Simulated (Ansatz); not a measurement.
# Cl on Ti(0001): change of the work function, part 2 of 2

Aim: the work function of Ti(0001) at several coverages of Cl (hcp site), and the dipole that each adsorbate carries.

Ansatz 0.2.0; plane-wave DFT, PBE-D3(BJ), Ansatz PAW (the session's first sound run).

So far, work function, upper face (eV): step 2 (the clean slab) 4.37; step 3 (37 atoms, coverage 0.111 ML, cell 3x3) 4.26; step 4 (17 atoms, coverage 0.25 ML, cell 2x2) 4.15.

## (5) Adsorbate added, k-mesh 6×6×1, coverage 0.5 ML

System of this step: Cl/Ti(0001). The cell holds 18 atoms: 16 Ti and 2 Cl. Cell: a = 5.900 Å, b = 5.900 Å, c = 26.975 Å, α = 90.0°, β = 90.0°, γ = 60.0°. Vacuum lies along c.

input.yaml

```yaml
crystal:
  lattice:
    - [5.9, 0.0, 0.0]
    - [2.95, 5.1095498824, 0.0]
    - [0.0, 0.0, 26.9745333409]
  atoms:
    - { symbol: Ti, position: [0.3333333333, 0.3333333333, 0.3336480334] }
    - { symbol: Ti, position: [0.0, 0.0, 0.4204817876] }
    - { symbol: Ti, position: [0.3333333333, 0.3333333333, 0.506814835] }
    - { symbol: Ti, position: [0.0, 0.0, 0.5862629869] }
    - { symbol: Ti, position: [0.3333333333, 0.8333333333, 0.3336480334] }
    - { symbol: Ti, position: [0.0, 0.5, 0.4204817876] }
    - { symbol: Ti, position: [0.3333333333, 0.8333333333, 0.506814835] }
    - { symbol: Ti, position: [0.0, 0.5, 0.5862629869] }
    - { symbol: Ti, position: [0.8333333333, 0.3333333333, 0.3336480334] }
    - { symbol: Ti, position: [0.5, 0.0, 0.4204817876] }
    - { symbol: Ti, position: [0.8333333333, 0.3333333333, 0.506814835] }
    - { symbol: Ti, position: [0.5, 0.0, 0.5862629869] }
    - { symbol: Ti, position: [0.8333333333, 0.8333333333, 0.3336480334] }
    - { symbol: Ti, position: [0.5, 0.5, 0.4204817876] }
    - { symbol: Ti, position: [0.8333333333, 0.8333333333, 0.506814835] }
    - { symbol: Ti, position: [0.5, 0.5, 0.5862629869] }
    - { symbol: Cl, position: [0.3333333333, 0.3333333333, 0.6663519666] }
    - { symbol: Cl, position: [0.8333333333, 0.3333333333, 0.6663519666] }
kpoints:
  mp_grid: { grid: [6, 6, 1] }
hamiltonian:
  xc: pbe
  dispersion: d3bj
scf:
  occupations: { method: fermi_dirac, width: 0.1 }
  convergence: { dr2_threshold: 1.0e-08 }
efield:
  axis: 3
  dipole_correction: true
  ramp_position: 0.97
  ramp_width: 0.06
relax:
  f_tol: 0.02
  max_steps: 60
  constraints: [{ sites: [0, 1, 4, 5, 8, 9, 12, 13] }]
output:
  bader: true
  dos: { projected: true, e_range: [-8, 4] }
  write_potential: true
  write_density: true
  volumetric_format: npy
```

Launch:

```bash
$ ansatz run input.yaml --threads 4 --pin off --max-ram 12288MiB --backend cpu --events-out ev --progress --plain --runs-dir out
```

The job ended after 4.5 min (4 threads of Arm Neoverse V1, shared host; peak memory 2.8 GiB; 17 min of CPU time).

This run has no spin polarisation, although Ti can carry a moment.

The steps of the relaxation:

```tsv
step	energy less that of the first step (eV)	largest force component (eV/Å)
1	0.0000	2.0254
2	-0.8671	0.7167
3	-1.0333	0.1737
4	-1.0494	0.1096
5	-1.0514	0.0184
```

The run keeps the 4 symmetry operations that it works with, so distortions that break them were not tested.

The atoms that moved most (Å):

```tsv
atom	dx	dy	dz	length
Cl18	0.000	-0.153	-0.349	0.381
Cl17	0.000	-0.153	-0.349	0.381
Ti8	0.000	0.109	0.153	0.188
Ti16	0.000	0.109	0.153	0.188
Ti15	0.000	-0.017	-0.071	0.073
Ti7	0.000	-0.017	-0.071	0.073
Ti4	0.000	-0.047	-0.054	0.071
Ti12	0.000	-0.047	-0.054	0.071
```

The relaxed structure:

```
Ti Cl
1.0
     5.90000    0.00000    0.00000
     2.95000    5.10955    0.00000
     0.00000    0.00000   26.97453
Ti Cl
16 2
Direct
  0.33333 0.33333 0.33365
  0.00000 0.00000 0.42048
  0.32864 0.34271 0.50860
  0.00457 0.99086 0.58426
  0.33333 0.83333 0.33365
  0.00000 0.50000 0.42048
  0.33500 0.82999 0.50417
  0.98938 0.52124 0.59193
  0.83333 0.33333 0.33365
  0.50000 0.00000 0.42048
  0.82864 0.34271 0.50860
  0.50457 0.99086 0.58426
  0.83333 0.83333 0.33365
  0.50000 0.50000 0.42048
  0.83500 0.82999 0.50417
  0.48938 0.52124 0.59193
  0.34827 0.30345 0.65340
  0.84827 0.30345 0.65340
```

The density of states has structure finer than the step of the table below, so its rows give means over 0.2 eV, whole bins alone (the curve runs from -8 to 0.87 eV). Peaks (eV: height): -0.78: 51.3, -0.63: 56.5, 0.03: 39.3, 0.21: 41.9, 0.39: 43.1, 0.69: 39.8, 0.84: 72.2.

The density of states by energy, zero at the Fermi level; means over each step:

```tsv
energy (eV)	density of states (states/eV a cell)
-7.2	0
-7.0	2.44
-6.8	1.68
-6.6	1.12
-6.4	2.29
-6.2	5.49
-6.0	7.46
-5.8	7.03
-5.6	8.00
-5.4	8.51
-5.2	6.38
-5.0	4.86
-4.8	1.27
-4.6	1.04
-4.4	4.84
-4.2	3.25
-4.0	2.02
-3.8	3.53
-3.6	4.88
-3.4	5.14
-3.2	4.32
-3.0	5.77
-2.8	10.5
-2.6	6.63
-2.4	13.0
-2.2	15.8
-2.0	16.2
-1.8	23.8
-1.6	21.5
-1.4	18.6
-1.2	18.6
-1.0	18.1
-0.8	31.8
-0.6	27.6
-0.4	16.4
-0.2	22.3
0.0	30.2
0.2	31.8
0.4	37.0
0.6	32.8
```

The relaxation took 5 steps and lowered the energy by 1.1 eV; the largest force on the free atoms ends at 0.018 eV/Å.

The covered face has 4.16 eV, -0.21 eV against the clean one; the bare back face has moved by -0.01 eV, a measure of how thin the slab is.

## (6) Adsorbate added, k-mesh 12×12×1, coverage 1 ML

System of this step: Cl/Ti(0001). The cell holds 5 atoms: 4 Ti and 1 Cl. Cell: a = 2.950 Å, b = 2.950 Å, c = 26.975 Å, α = 90.0°, β = 90.0°, γ = 60.0°. Vacuum lies along c.

input.yaml, the sections that differ from step 5:

```yaml
crystal:
  lattice:
    - [2.95, 0.0, 0.0]
    - [1.475, 2.5547749412, 0.0]
    - [0.0, 0.0, 26.9745333409]
  atoms:
    - { symbol: Ti, position: [0.6666666667, 0.6666666667, 0.3336480334] }
    - { symbol: Ti, position: [0.0, 0.0, 0.4204817876] }
    - { symbol: Ti, position: [0.6666666667, 0.6666666667, 0.506814835] }
    - { symbol: Ti, position: [0.0, 0.0, 0.5862629869] }
    - { symbol: Cl, position: [0.6666666667, 0.6666666667, 0.6663519666] }
kpoints:
  mp_grid: { grid: [12, 12, 1] }
relax:
  f_tol: 0.02
  max_steps: 60
  constraints: [{ sites: [0, 1] }]
output:
  bader: true
  write_potential: true
  write_density: true
  volumetric_format: npy
# hamiltonian, scf, efield: as in step 5
```

Elapsed: 21 s, on 4 threads; peak memory 0.5 GiB.

Relaxation path:

```tsv
step	energy less that of the first step (eV)	largest force component (eV/Å)
1	0.0000	3.1169
2	-0.7191	0.7966
3	-0.7607	0.2053
4	-0.7642	0.0096
```

The run keeps the 6 symmetry operations that it works with, so distortions that break them were not tested.

The atoms that moved most (Å):

```tsv
atom	dx	dy	dz	length
Cl5	0.000	0.000	-0.377	0.377
Ti4	0.000	0.000	0.070	0.070
Ti3	0.000	0.000	-0.036	0.036
```

Final coordinates:

```xyz
5
Lattice="2.9500 0.0000 0.0000 1.4750 2.5548 0.0000 0.0000 0.0000 26.9745" Properties=species:S:1:pos:R:3
Ti    2.9500    1.7032    9.0000
Ti    0.0000    0.0000   11.3423
Ti    2.9500    1.7032   13.6349
Ti    0.0000    0.0000   15.8840
Cl    2.9500    1.7032   17.5977
```

The relaxation took 4 steps and lowered the energy by 0.76 eV; the largest force on the free atoms ends at 0.0096 eV/Å.

The covered face has 4.30 eV, -0.07 eV against the clean one; the bare back face has moved by -0.02 eV, a measure of how thin the slab is.

## (7) Work function against coverage

This step: plane-wave DFT, PBE-D3(BJ), Ansatz PAW; work function against coverage (Ansatz 0.2.0).

The runs are now put side by side.

This step gave:

```yaml
work_function_of_the_clean_face: 4.371 eV
largest_change_of_the_work_function: -0.2186 eV
```

Work function of the covered face against coverage:

```tsv
coverage (adsorbates/nm²)	work function of the covered face (eV)
0.00	4.37
1.47	4.26
3.32	4.15
6.63	4.16
13.27	4.30
```

The dipole per adsorbate comes from the change of the cell's dipole. Coverage, by row:

```tsv
coverage (1/nm²)	coverage (ML)	work function (eV)	change (eV)	dipole per adsorbate, positive end outwards (debye)	mean height of the added atoms over the highest substrate atom (Å)
1.474	0.1111	4.259	-0.1118	0.199	1.808
3.317	0.25	4.153	-0.2186	0.173	1.793
6.634	0.5	4.161	-0.2102	0.081	1.658
13.27	1	4.303	-0.06833	0.011	1.714
```

## (8) The 0.25 ML cell at another level of theory, cutoff 500 eV, functional r2SCAN

This step: plane-wave DFT, r2SCAN, Ansatz PAW (Ansatz 0.2.0).

System of this step: Cl/Ti(0001). The cell holds 17 atoms: 16 Ti and 1 Cl. Its edges and angles: a = 5.900 Å, b = 5.900 Å, c = 26.975 Å, α = 90.0°, β = 90.0°, γ = 60.0°. Vacuum lies along c.

The geometry is kept and the functional is r2SCAN; other changes against the main runs: cutoff 420 → 500 and no dispersion term, which doesn't act on the electrons.

input.yaml

```yaml
crystal:
  lattice:
    - [5.9, 0.0, 0.0]
    - [2.95, 5.1095498824, 0.0]
    - [0.0, 0.0, 26.9745333409]
  atoms:
    - { symbol: Ti, position: [0.3333333333, 0.3333333333, 0.3336480334] }
    - { symbol: Ti, position: [0.0, 0.0, 0.4204817876] }
    - { symbol: Ti, position: [0.3333333333, 0.3333333333, 0.5100673073] }
    - { symbol: Ti, position: [0.0, 0.0, 0.5796712422] }
    - { symbol: Ti, position: [0.3333333333, 0.8333333333, 0.3336480334] }
    - { symbol: Ti, position: [0.0, 0.5, 0.4204817876] }
    - { symbol: Ti, position: [0.3406136348, 0.8296931826, 0.5054373873] }
    - { symbol: Ti, position: [-0.0102064319, 0.5051032159, 0.5897438348] }
    - { symbol: Ti, position: [0.8333333333, 0.3333333333, 0.3336480334] }
    - { symbol: Ti, position: [0.5, 0.0, 0.4204817876] }
    - { symbol: Ti, position: [0.8296931826, 0.3406136348, 0.5054373873] }
    - { symbol: Ti, position: [0.5051032159, -0.0102064319, 0.5897438348] }
    - { symbol: Ti, position: [0.8333333333, 0.8333333333, 0.3336480334] }
    - { symbol: Ti, position: [0.5, 0.5, 0.4204817876] }
    - { symbol: Ti, position: [0.8296931826, 0.8296931826, 0.5054373873] }
    - { symbol: Ti, position: [0.5051032159, 0.5051032159, 0.5897438348] }
    - { symbol: Cl, position: [0.3333333333, 0.3333333333, 0.6561989759] }
kpoints:
  mp_grid: { grid: [6, 6, 1] }
hamiltonian:
  xc: r2scan
scf:
  occupations: { method: fermi_dirac, width: 0.1 }
  convergence: { dr2_threshold: 1.0e-08 }
efield:
  axis: 3
  dipole_correction: true
  ramp_position: 0.97
  ramp_width: 0.06
output:
  write_potential: true
  write_density: true
  volumetric_format: npy
```

Run time: 67 s. Hardware: 4 threads; peak memory 3.9 GiB; 4.4 min of CPU time.

This step gave:

| Quantity | Value |
| --- | --- |
| energy at zero smearing | -41148.7357 eV |
| work function, upper face | 4.161 eV |
| work function, lower face | 4.541 eV |
| dipole along the normal | 0.06342 e·Å |
| step between the vacuum levels | -0.3807 eV |

The work function comes to 4.16 eV, +0.01 eV from the first level.

## (9) The 0.25 ML cell at another level of theory, cutoff 1155 eV, functional PBE

This step: plane-wave DFT, PBE, norm-conserving (Ansatz 0.2.0).

The geometry is kept and the functional is PBE; other changes against the main runs: norm-conserving files, cutoff 420 → 1155 and no dispersion term, which doesn't act on the electrons.

input.yaml: that of step 8 with these lines changed.

```diff
@@ -26,3 +26,4 @@
 hamiltonian:
-  xc: r2scan
+  xc: pbe
+  pseudopotentials: { kind: nc }
 scf:
```

Run time: 4.2 min. Hardware: 4 threads; peak memory 8.2 GiB; 16 min of CPU time.

This step gave:

| Quantity | Value |
| --- | --- |
| energy at zero smearing | -26335.1934 eV |
| work function, upper face | 4.154 eV |
| work function, lower face | 4.426 eV |
| dipole along the normal | 0.04532 e·Å |
| step between the vacuum levels | -0.2721 eV |

The work function comes to 4.15 eV, +0.00 eV from the first level.

## (10) The 0.25 ML cell at another level of theory, cutoff 420 eV, functional LDA

This step: plane-wave DFT, LDA, Ansatz PAW (Ansatz 0.2.0).

The geometry is kept and the functional is LDA; other changes against the main runs: no dispersion term, which doesn't act on the electrons.

input.yaml: that of step 9 with these lines changed.

```diff
@@ -26,4 +26,3 @@
 hamiltonian:
-  xc: pbe
-  pseudopotentials: { kind: nc }
+  xc: lda
 scf:
```

The job ended after 29 s (4 threads; peak memory 2.2 GiB; 1.9 min of CPU time).

The work function comes to 4.41 eV, +0.25 eV from the first level.

## (11) Comparing the runs

Times are for 4 threads of Arm Neoverse V1, shared host. The runs compared:

```tsv
no.	functional	work function, upper face (eV)	dipole along the normal (e·Å)	time	memory (GiB)
1	r2scan	4.161	0.06342	67 s	3.9
2	pbe	4.154	0.04532	4.2 min	8.2
3	lda	4.408	0.03282	29 s	2.2
```

## (12) The same run with other settings

This step: plane-wave DFT, PBE-D3(BJ), Ansatz PAW (Ansatz 0.2.0).

System of this step: Cl/Ti(0001). The cell holds 5 atoms: 4 Ti and 1 Cl. Cell: a = 2.950 Å, b = 2.950 Å, c = 26.975 Å, α = 90.0°, β = 90.0°, γ = 60.0°. Vacuum lies along c.

An input spoilt on purpose, to show how the run answers: it repeats the earlier run at 1 ML with efield.ramp_width from 0.06 to 0.9, and scf.max_iter set to 60.

input.yaml

```yaml
crystal:
  lattice:
    - [2.95, 0.0, 0.0]
    - [1.475, 2.5547749412, 0.0]
    - [0.0, 0.0, 26.9745333409]
  atoms:
    - { symbol: Ti, position: [0.6666666667, 0.6666666667, 0.3336480334] }
    - { symbol: Ti, position: [0.0, 0.0, 0.4204817876] }
    - { symbol: Ti, position: [0.6666666667, 0.6666666667, 0.506814835] }
    - { symbol: Ti, position: [0.0, 0.0, 0.5862629869] }
    - { symbol: Cl, position: [0.6666666667, 0.6666666667, 0.6663519666] }
kpoints:
  mp_grid: { grid: [12, 12, 1] }
hamiltonian:
  xc: pbe
  dispersion: d3bj
scf:
  occupations: { method: fermi_dirac, width: 0.1 }
  convergence: { dr2_threshold: 1.0e-08 }
  max_iter: 60
efield:
  axis: 3
  dipole_correction: true
  ramp_position: 0.97
  ramp_width: 0.9
relax:
  f_tol: 0.02
  max_steps: 60
  constraints: [{ sites: [0, 1] }]
output:
  bader: true
  write_potential: true
  write_density: true
  volumetric_format: npy
```

Run time: 0.2 s. Hardware: 4 threads; peak memory 0.28 GiB.

The program refused the input before any cycle.

The program's message: “Error: efield: ion 0 (Ti) at fractional coordinate 0.3336 along the field axis lies inside the sawtooth ramp with 2 of the planes that the density is read on at each end, [0.9596, 0.8804] — the ramp m …”

The fault put into the input: a ramp so wide that it reaches the atoms.

## (13) Varying the input: hamiltonian.dispersion = "d4" and basis.ecutwfc = "36.7 Ry"

This step: plane-wave DFT, PBE-D3(BJ), Ansatz PAW, but for the change named below (Ansatz 0.2.0).

System of this step: Ti(0001). The cell holds 4 atoms: 4 Ti. Its edges and angles: a = 2.950 Å, b = 2.950 Å, c = 25.027 Å, α = 90.0°, β = 90.0°, γ = 60.0°. Vacuum lies along c.

Another changed input: it repeats the earlier run at 0 ML with hamiltonian.dispersion from d3bj to d4 and basis.ecutwfc to 36.7 Ry.

input.yaml

```yaml
crystal:
  lattice:
    - [2.95, 0.0, 0.0]
    - [1.475, 2.5547749412, 0.0]
    - [0.0, 0.0, 25.0269]
  atoms:
    - { symbol: Ti, position: [0.6666666667, 0.6666666667, 0.3596130564] }
    - { symbol: Ti, position: [0.0, 0.0, 0.4532043521] }
    - { symbol: Ti, position: [0.6666666667, 0.6666666667, 0.5467956479] }
    - { symbol: Ti, position: [0.0, 0.0, 0.6403869436] }
kpoints:
  mp_grid: { grid: [12, 12, 1] }
hamiltonian:
  xc: pbe
  dispersion: d4
scf:
  occupations: { method: fermi_dirac, width: 0.1 }
  convergence: { dr2_threshold: 1.0e-08 }
efield:
  axis: 3
  dipole_correction: true
  ramp_position: 0.97
  ramp_width: 0.06
relax:
  f_tol: 0.02
  max_steps: 60
  constraints: [{ sites: [0, 1] }]
output:
  write_potential: true
  write_density: true
  volumetric_format: npy
basis:
  ecutwfc: "36.7 Ry"
```

It took 15 s on 4 threads; peak memory 0.59 GiB.

Relaxation path:

```tsv
step	energy less that of the first step (eV)	largest force component (eV/Å)
1	0.0000	0.5895
2	-0.0529	0.3279
3	-0.0617	0.0338
4	-0.0618	0.0047
```

The run keeps the 6 symmetry operations that it works with, so distortions that break them were not tested.

The atoms that moved most (Å):

```tsv
atom	dx	dy	dz	length
Ti4	0.000	0.000	-0.147	0.147
Ti3	0.000	0.000	0.037	0.037
```

Final coordinates:

```xyz
4
Lattice="2.9500 0.0000 0.0000 1.4750 2.5548 0.0000 0.0000 0.0000 25.0269" Properties=species:S:1:pos:R:3
Ti    2.9500    1.7032    9.0000
Ti    0.0000    0.0000   11.3423
Ti    2.9500    1.7032   13.7218
Ti    0.0000    0.0000   15.8802
```

Numbers from this step:

```
energy at zero smearing        : -9997.3677 eV
work function, upper face      : 4.373 eV
work function, lower face      : 4.424 eV
dipole along the normal        : 0.002150 e·Å
step between the vacuum levels : -0.05162 eV
```

```tsv
quantity	this run	earlier run	difference
work function, upper face (eV)	4.373	4.371	0.0014
work function, lower face (eV)	4.424	4.426	-0.0021
dipole along the normal (e·Å)	0.002150	0.002296	-1.5e-4
```

What moves beyond 0.01 in its unit (for the dipole 0.5 % and 5e-5 e·Å): dipole along the normal (-0.000146 e·Å).

## (14) Results

| Quantity | Value |
| --- | --- |
| work function of the clean face | 4.37 eV |
| work function at 0.11 ML | 4.26 eV |
| work function at 0.25 ML | 4.15 eV |
| work function at 0.5 ML | 4.16 eV |
| work function at 1 ML | 4.30 eV |
| dipole per adsorbate at 0.11 ML, positive end outwards | 0.20 D |

At the lowest coverage Cl changes the work function of Ti(0001) by under 0.15 eV, within the error of so thin a slab; the largest change, -0.22 eV, comes at higher coverage. The work function passes a minimum near 0.25 ML among the coverages run and rises again. At the highest coverage the adsorbates are pressed to about 3.0 Å, closer than unbonded atoms of this kind usually come, so a real layer may not reach it. The slab has 4 layers, at the tabulated experimental lattice constant, one starting site was run, and quantum-size effects of a slab this thin can reach one or two tenths of an eV.

[Logs are printed without paths, hosts, clocks, repeated set-up lines and the standing remarks that a program may print on its own settings, such as how far it seeks lower states.]

[Hosts, paths, dates, database ids (printed as entryN), source tags and the programs' standing remarks are cut or masked in the printed files.]

[Maps of the electrostatic potential energy from Ansatz leave out the sawtooth potential of an applied field or a dipole correction, so their vacuum need not be flat; planar profiles and work functions include it.]

[The density of states shown here was stored with 400 of the rows of the run's finer table, so its peaks can read low, often by over a quarter, or be missed, and its means over a window can be off by a tenth or more.]
